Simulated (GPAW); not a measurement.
**An In chain with a Cl atom bridging one bond: transmission at several levels**

Aim: T(E), conductance and thermopower of an In chain with a Cl atom bridging one bond, and what cheaper settings cost in accuracy.

Main program and level: GPAW 26.7.0; GPAW LCAO, PAW setups; Landauer transmission from Green's functions with principal layers (ASE), zero bias.

### Step 1. Starting point

The cell holds 11 atoms: 10 In and 1 Cl. Cell: a = 9.000 Å, b = 9.000 Å, c = 29.700 Å, α = 90.0°, β = 90.0°, γ = 90.0°. Regions: left lead, 5 atoms (5 In); channel, 1 atom (1 Cl); right lead, 5 atoms (5 In). Vacuum lies along a and b. The structure is stacked along c, and the current runs across the ab planes.

### Step 2. Double-zeta polarised basis

Localised orbitals split the wire into layers that couple to their neighbours alone, which is what the Green's function method needs; double zeta with polarisation is the usual level for numbers.

File run.py:

```python
import json
import numpy as np
from ase import Atoms
from ase.transport.calculators import TransportCalculator
from gpaw import GPAW, FermiDirac
from gpaw.lcao.tools import get_lcao_hamiltonian
from scipy.linalg import eigh

# The junction with lead layers at both ends, along the third cell vector
device = Atoms(
    ['In', 'In', 'In', 'In', 'In', 'Cl', 'In', 'In', 'In', 'In', 'In'],
    positions=[
        [4.50000, 4.50000, 1.47500],
        [4.50000, 4.50000, 4.42500],
        [4.50000, 4.50000, 7.37500],
        [4.50000, 4.50000, 10.32500],
        [4.50000, 4.50000, 13.27500],
        [6.20455, 4.50000, 14.85000],
        [4.50000, 4.50000, 16.42500],
        [4.50000, 4.50000, 19.37500],
        [4.50000, 4.50000, 22.32500],
        [4.50000, 4.50000, 25.27500],
        [4.50000, 4.50000, 28.22500]],
    cell=[[9.0, 0.0, 0.0], [0.0, 9.0, 0.0], [0.0, 0.0, 29.7]],
    pbc=True)

# One principal layer of the lead: the first 3 atoms of the device
lead = Atoms(
    ['In', 'In', 'In'],
    positions=[
        [4.50000, 4.50000, 1.47500],
        [4.50000, 4.50000, 4.42500],
        [4.50000, 4.50000, 7.37500]],
    cell=[[9.0, 0.0, 0.0], [0.0, 9.0, 0.0], [0.0, 0.0, 8.85]],
    pbc=True)

settings = dict(mode='lcao', basis='dzp', xc='PBE', h=0.2,
                occupations=FermiDirac(0.1), maxiter=250,
                mixer=dict(beta=0.1, nmaxold=8, weight=100.0),
                convergence=dict(density=0.0001))
energies = np.arange(-3, 3 + 1e-9, 0.075)
eta = 0.0001
n1, n2 = 1, 1
# k and -k transmit alike, so half of the mesh across the current serves
mesh = [(i, j) for i in range(n1) for j in range(n2) if (i, j) <= (-i % n1, -j % n2)]
weights = np.array([1 if (i, j) == (-i % n1, -j % n2) else 2 for i, j in mesh]) / (n1 * n2)

# [... helper functions left out ...]
fermi_lead = ground_state(lead, (1, 1, 13), 'lead.txt')
fermi_device = ground_state(device, (1, 1, 3), 'device.txt')
# [... loop over the mesh left out, but for ...]
        # Shift the lead onto the potential of the device's first layer
        shift = ((H[:, 0, 0] - H0[:, 0, 0]) / S0[0, 0]).real.mean()
# [...]
kT = 8.617333e-5 * 300
bias = [0.1, 0.2, 0.5, 1.0, 1.5, 2.0]
# [... integrals and printing left out ...]
```

On the command line:

```
$ OMP_NUM_THREADS=1 OPENBLAS_NUM_THREADS=1 python run.py
```

The log of the run:

```text
basis functions: device 243, principal layer 69
Fermi level: lead -2.2014 eV, device -2.0753 eV; lead shifted by -0.0006 eV
largest coupling past the next layer 1.88e-06 eV, largest misfit of the first layer 0.050 eV
  E-E_F (eV)   T (one spin)  [channel counts left out]
    -3.000    1.4199e-01
    -2.925    1.5781e-01
    -2.850    1.7656e-01
    -2.775    1.9892e-01
    -2.700    2.2575e-01
    -2.625    2.5821e-01
    -2.550    2.9786e-01
    -2.475    3.4689e-01
    -2.400    4.0837e-01
    -2.325    4.8682e-01
    -2.250    5.8877e-01
    -2.175    7.2287e-01
    -2.100    8.9178e-01
    -2.025    9.8829e-01
    -1.950    7.7617e-06
    -1.875    8.3511e-07
[...]
2.475    1.7171e+00
     2.550    1.7071e+00
     2.625    1.6954e+00
     2.700    1.6815e+00
     2.775    1.6645e+00
     2.850    1.6432e+00
     2.925    1.6155e+00
     3.000    1.5787e+00
conductance at 300 K: 1.15 G0 a cell; thermopower -2.248 uV/K
current from the zero-bias T(E) at 0.1 V: 8.8945 uA
current from the zero-bias T(E) at 0.2 V: 17.695 uA
current from the zero-bias T(E) at 0.5 V: 43.272 uA
current from the zero-bias T(E) at 1.0 V: 85.467 uA
current from the zero-bias T(E) at 1.5 V: 127.03 uA
current from the zero-bias T(E) at 2.0 V: 166.27 uA
```

The job ended after 45 s (1 thread of Arm Neoverse V1, shared host; peak memory 1 GiB).

This step gave:

| Item | Value |
| --- | --- |
| conductance | 1.150 G₀ |
| largest coupling past the next principal layer | 1.88e-6 eV |
| largest misfit of the first principal layer | 0.05034 eV |
| shift that aligns the lead | -5.73e-4 eV |
| basis functions of the junction | 243 |
| basis functions of a principal layer | 69 |
| transmission at the Fermi level (one spin) | 1.158 |

One spin. The transmission, zone mean by energy, zero at the Fermi level:

energy (eV), transmission, zone mean and a bar:
```
    -3.00       0.14 ##
    -2.77       0.20 ###
    -2.55       0.30 #####
    -2.40       0.41 #######
    -2.17       0.72 ############
    -2.02       0.99 #################
    -1.95       0.00 
    -1.73       0.00 
    -1.57       0.00 
    -1.35       0.00 
    -1.12       0.27 #####
    -0.90       0.61 ##########
    -0.75       0.78 #############
    -0.53       0.94 ################
    -0.30       1.00 #################
    -0.07       1.12 ###################
     0.00       1.16 ####################
     0.07       1.17 ####################
     0.30       1.18 ####################
     0.53       1.24 #####################
     0.75       1.33 #######################
     0.90       1.41 ########################
     1.12       1.52 ##########################
     1.35       1.62 ############################
     1.57       1.69 #############################
     1.73       1.72 ##############################
     1.95       1.75 ##############################
     2.02       1.75 ##############################
     2.17       1.74 ##############################
     2.40       1.73 ##############################
     2.55       1.71 #############################
     2.77       1.66 #############################
     3.00       1.58 ###########################
```

Not self-consistent under bias; the bias window is split evenly. Table of current through one cell, from the zero-bias transmission by bias:

| bias (V) | current through one cell, from the zero-bias transmission (μA) |
| --- | --- |
| 0.100 | 8.89 |
| 0.200 | 17.7 |
| 0.500 | 43.3 |
| 1.000 | 85.5 |
| 1.500 | 127 |
| 2.000 | 166 |

Transmission of the three most open eigenchannels against energy, zero at the Fermi level:

```
energy (eV)  channel 1  channel 2  channel 3
      -3.00      0.142          0          0
      -2.85      0.177          0          0
      -2.70      0.226          0          0
      -2.55      0.298          0          0
      -2.33      0.487          0          0
      -2.17      0.723          0          0
      -2.02      0.988          0          0
      -1.88     8.4e-7          0          0
      -1.73     9.8e-9          0          0
      -1.57     3.4e-9          0          0
      -1.35     1.3e-8          0          0
      -1.20      0.139          0          0
      -1.05      0.396          0          0
      -0.90      0.609          0          0
      -0.75      0.776          0          0
      -0.60      0.894          0          0
      -0.38      0.989          0          0
      -0.23      0.993    6.9e-11    4.4e-11
      -0.07      0.997     0.0942     0.0303
       0.00      0.998      0.116     0.0431
       0.07      0.996      0.120     0.0508
       0.23      0.991      0.125     0.0575
       0.38      0.989      0.147     0.0592
       0.60      0.988      0.212     0.0637
       0.75      0.989      0.275     0.0679
       0.90      0.990      0.345     0.0732
       1.05      0.991      0.414     0.0792
       1.20      0.992      0.476     0.0856
       1.35      0.993      0.530     0.0924
       1.57      0.995      0.590      0.103
       1.73      0.996      0.613      0.111
       1.88      0.997      0.626      0.119
       2.02      0.998      0.619      0.130
       2.17      0.998      0.604      0.142
       2.33      0.999      0.580      0.154
       2.55      0.999      0.532      0.176
       2.70      0.999      0.491      0.192
       2.85      0.996      0.440      0.207
       3.00      0.988      0.371      0.220
```

Couplings past the next layer reach 1.9e-6 eV, small enough to drop; the matrix elements of the cell's first layer differ from the bulk lead's by up to 0.050 eV. That layer keeps its own values in the calculation, and only beyond it is the lead taken as perfect. The Fermi levels of lead and junction count from different zeros of potential, one for each periodic cell; with both set to zero, the small remaining shift is what aligns them. By hand: G = 1.150 × 77.48 μS = 89.1 μS, a resistance of 11.2 kΩ; at 0.1 V a linear junction would pass 8.91 μA, and the integral over the bias window gives 8.89 μA.

### Step 3. GPAW, szp: basis = "szp(dzp)"

The second zeta is dropped, the polarisation orbitals stay.

Edit run.py of step 2 so:

```diff
@@ -36,3 +36,3 @@
 
-settings = dict(mode='lcao', basis='dzp', xc='PBE', h=0.2,
+settings = dict(mode='lcao', basis='szp(dzp)', xc='PBE', h=0.2,
                 occupations=FermiDirac(0.1), maxiter=250,
```

The log of the run:

```text
basis functions: device 149, principal layer 42
Fermi level: lead -2.3506 eV, device -2.2075 eV; lead shifted by 0.0006 eV
largest coupling past the next layer 1.86e-06 eV, largest misfit of the first layer 0.058 eV
  E-E_F (eV)   T (one spin)  [channel counts left out]
    -3.000    8.7563e-02
    -2.925    9.9414e-02
    -2.850    1.1397e-01
    -2.775    1.3203e-01
    -2.700    1.5470e-01
    -2.625    1.8362e-01
    -2.550    2.2125e-01
    -2.475    2.7151e-01
    -2.400    3.4101e-01
    -2.325    4.4171e-01
    -2.250    5.9686e-01
    -2.175    8.4669e-01
    -2.100    5.3354e-01
    -2.025    1.0925e-05
    -1.950    1.5033e-07
    -1.875    1.5001e-08
[...]
2.475    1.6323e+00
     2.550    1.6195e+00
     2.625    1.6048e+00
     2.700    1.5876e+00
     2.775    1.5671e+00
     2.850    1.5421e+00
     2.925    1.5108e+00
     3.000    1.4707e+00
conductance at 300 K: 1.0995 G0 a cell; thermopower -1.929 uV/K
current from the zero-bias T(E) at 0.1 V: 8.5074 uA
current from the zero-bias T(E) at 0.2 V: 16.948 uA
current from the zero-bias T(E) at 0.5 V: 41.744 uA
current from the zero-bias T(E) at 1.0 V: 82.646 uA
current from the zero-bias T(E) at 1.5 V: 121.61 uA
current from the zero-bias T(E) at 2.0 V: 156.81 uA
```

Wall time 37 s (1 thread); peak memory 1 GiB.

This step gave:

- conductance: 1.099 G₀
- largest coupling past the next principal layer: 1.86e-6 eV
- largest misfit of the first principal layer: 0.05803 eV
- shift that aligns the lead: 6.05e-4 eV
- basis functions of the junction: 149
- basis functions of a principal layer: 42
- transmission at the Fermi level (one spin): 1.105

One spin. Table of transmission, zone mean by energy, zero at the Fermi level:

energy (eV), transmission, zone mean and a bar:
```
    -3.00       0.09 ##
    -2.77       0.13 ##
    -2.55       0.22 ####
    -2.40       0.34 ######
    -2.17       0.85 ###############
    -1.95       0.00 
    -1.73       0.00 
    -1.57       0.00 
    -1.35       0.00 
    -1.12       0.14 ###
    -0.90       0.47 ########
    -0.75       0.67 ############
    -0.53       0.89 ################
    -0.30       1.00 ##################
    -0.07       1.08 ###################
     0.00       1.10 ####################
     0.07       1.11 ####################
     0.30       1.13 ####################
     0.53       1.18 #####################
     0.75       1.26 #######################
     0.90       1.33 ########################
     1.12       1.44 ##########################
     1.35       1.54 ############################
     1.57       1.61 #############################
     1.73       1.65 ##############################
     1.95       1.67 ##############################
     2.02       1.67 ##############################
     2.17       1.67 ##############################
     2.40       1.64 #############################
     2.55       1.62 #############################
     2.77       1.57 ############################
     3.00       1.47 ##########################
```

Not self-consistent under bias; the bias window is split evenly. Table of current through one cell, from the zero-bias transmission by bias:

```
bias (V)  current through one cell, from the zero-bias transmission (μA)
   0.100                                                            8.51
   0.200                                                            16.9
   0.500                                                            41.7
   1.000                                                            82.6
   1.500                                                             122
   2.000                                                             157
```

Transmission of the three most open eigenchannels against energy, zero at the Fermi level:

```csv
energy (eV),channel 1,channel 2,channel 3
-3.00,0.0876,0,0
-2.77,0.132,0,0
-2.55,0.221,0,0
-2.40,0.341,0,0
-2.17,0.847,0,0
-1.95,1.5e-7,0,0
-1.73,2.1e-9,0,0
-1.57,1.2e-9,0,0
-1.35,3.9e-9,0,0
-1.12,0.145,0,0
-0.90,0.467,0,0
-0.75,0.668,0,0
-0.53,0.895,0,0
-0.30,0.997,0,0
-0.07,0.997,0.0482,0.0314
0.00,0.998,0.0625,0.0440
0.07,0.995,0.0680,0.0516
0.30,0.987,0.0841,0.0595
0.53,0.987,0.129,0.0619
0.75,0.989,0.207,0.0663
0.90,0.990,0.271,0.0703
1.12,0.993,0.371,0.0772
1.35,0.995,0.459,0.0845
1.57,0.997,0.525,0.0921
1.73,0.997,0.552,0.0977
1.95,0.998,0.566,0.107
2.17,0.999,0.550,0.118
2.40,0.999,0.514,0.130
2.55,0.999,0.482,0.139
2.77,0.996,0.420,0.151
3.00,0.984,0.331,0.156
```

The conductance, 1.10 G₀, lies 4.4 % below that of the dzp run.

### Step 4. GPAW, sz: basis = "sz(dzp)"

The minimal basis is the cheapest rung: no second zeta and no polarisation.

Edit run.py of step 3 so:

```diff
@@ -36,3 +36,3 @@
 
-settings = dict(mode='lcao', basis='szp(dzp)', xc='PBE', h=0.2,
+settings = dict(mode='lcao', basis='sz(dzp)', xc='PBE', h=0.2,
                 occupations=FermiDirac(0.1), maxiter=250,
```

The log of the run:

```text
basis functions: device 94, principal layer 27
Fermi level: lead -2.2681 eV, device -2.1372 eV; lead shifted by -0.0078 eV
largest coupling past the next layer 1.93e-06 eV, largest misfit of the first layer 0.068 eV
  E-E_F (eV)   T (one spin)  [channel counts left out]
    -3.000    9.6905e-02
    -2.925    1.0796e-01
    -2.850    1.2108e-01
[...]
2.925    1.5508e+00
     3.000    1.5220e+00
conductance at 300 K: 1.1447 G0 a cell; thermopower -1.678 uV/K
current from the zero-bias T(E) at 0.1 V: 8.855 uA
current from the zero-bias T(E) at 0.2 V: 17.628 uA
current from the zero-bias T(E) at 0.5 V: 43.136 uA
current from the zero-bias T(E) at 1.0 V: 85.168 uA
current from the zero-bias T(E) at 1.5 V: 126.55 uA
current from the zero-bias T(E) at 2.0 V: 165.29 uA
```

Run time: 24 s. Hardware: 1 thread; peak memory 0.93 GiB.

This step gave:

```
conductance                                    : 1.145 G₀
largest coupling past the next principal layer : 1.93e-6 eV
largest misfit of the first principal layer    : 0.06827 eV
shift that aligns the lead                     : -0.007821 eV
basis functions of the junction                : 94
basis functions of a principal layer           : 27
transmission at the Fermi level (one spin)     : 1.151
```

The conductance, 1.14 G₀, lies 0.5 % below that of the dzp run.

### Step 5. LDA in the dzp basis: xc = "LDA"

Back in the dzp basis, the functional changes from PBE to LDA, to set the spread between functionals beside that between bases.

Edit run.py of step 4 so:

```diff
@@ -36,3 +36,3 @@
 
-settings = dict(mode='lcao', basis='sz(dzp)', xc='PBE', h=0.2,
+settings = dict(mode='lcao', basis='dzp', xc='LDA', h=0.2,
                 occupations=FermiDirac(0.1), maxiter=250,
```

The log of the run:

```text
basis functions: device 243, principal layer 69
Fermi level: lead -2.4627 eV, device -2.3380 eV; lead shifted by 0.0031 eV
largest coupling past the next layer 1.90e-06 eV, largest misfit of the first layer 0.047 eV
  E-E_F (eV)   T (one spin)  [channel counts left out]
    -3.000    1.3576e-01
    -2.925    1.5217e-01
    -2.850    1.7207e-01
[...]
2.925    1.5692e+00
     3.000    1.5250e+00
conductance at 300 K: 1.1443 G0 a cell; thermopower -2.511 uV/K
current from the zero-bias T(E) at 0.1 V: 8.8511 uA
current from the zero-bias T(E) at 0.2 V: 17.613 uA
current from the zero-bias T(E) at 0.5 V: 43.14 uA
current from the zero-bias T(E) at 1.0 V: 85.186 uA
current from the zero-bias T(E) at 1.5 V: 126.14 uA
current from the zero-bias T(E) at 2.0 V: 164.32 uA
```

Run time: 39 s. Hardware: 1 thread; peak memory 1 GiB.

Numbers from this step:

```
conductance                                    : 1.144 G₀
largest coupling past the next principal layer : 1.90e-6 eV
largest misfit of the first principal layer    : 0.04667 eV
shift that aligns the lead                     : 0.003127 eV
basis functions of the junction                : 243
basis functions of a principal layer           : 69
```

One spin. Transmission, zone mean against energy, zero at the Fermi level:

| energy (eV) | transmission, zone mean |
| --- | --- |
| -3.0000 | 0.136 |
| -2.7750 | 0.196 |
| -2.4750 | 0.376 |
| -2.2500 | 0.743 |
| -2.1750 | 0.956 |
| -2.0250 | 2.3e-5 |
| -1.7250 | 2.3e-9 |
| -1.5000 | 1.9e-9 |
| -1.2750 | 0.00290 |
| -0.9750 | 0.455 |
| -0.7500 | 0.736 |
| -0.5250 | 0.919 |
| -0.2250 | 0.995 |
| 0.0000 | 1.15 |
| 0.2250 | 1.17 |
| 0.5250 | 1.23 |
| 0.7500 | 1.33 |
| 0.9750 | 1.44 |
| 1.2750 | 1.57 |
| 1.5000 | 1.65 |
| 1.7250 | 1.71 |
| 2.0250 | 1.73 |
| 2.2500 | 1.71 |
| 2.4750 | 1.69 |
| 2.7750 | 1.63 |
| 3.0000 | 1.52 |

The conductance, 1.14 G₀, lies 0.5 % below that of the dzp run.

### Step 6. Cost and result by level

Times are for 1 thread of Arm Neoverse V1, shared host. Results by setting:

```csv
no.,run,conductance (G₀),time,memory (GiB)
1,dzp,1.150,45 s,1.0
2,szp,1.099,37 s,1.0
3,sz,1.145,24 s,0.93
4,dzp LDA,1.144,39 s,1.0
```

### Step 7. Comparison

The curves are compared point by point over the common energies.

This step: comparison of transmission and cost over codes and levels (GPAW 26.7.0).

[end of part 1 of 2]

[Logs are printed without paths, hosts, clocks, repeated set-up lines and the standing remarks that a program may print on its own settings, such as how far it seeks lower states.]

[Hosts, paths, dates, database ids (printed as entryN), source tags and the programs' standing remarks are cut or masked in the printed files.]
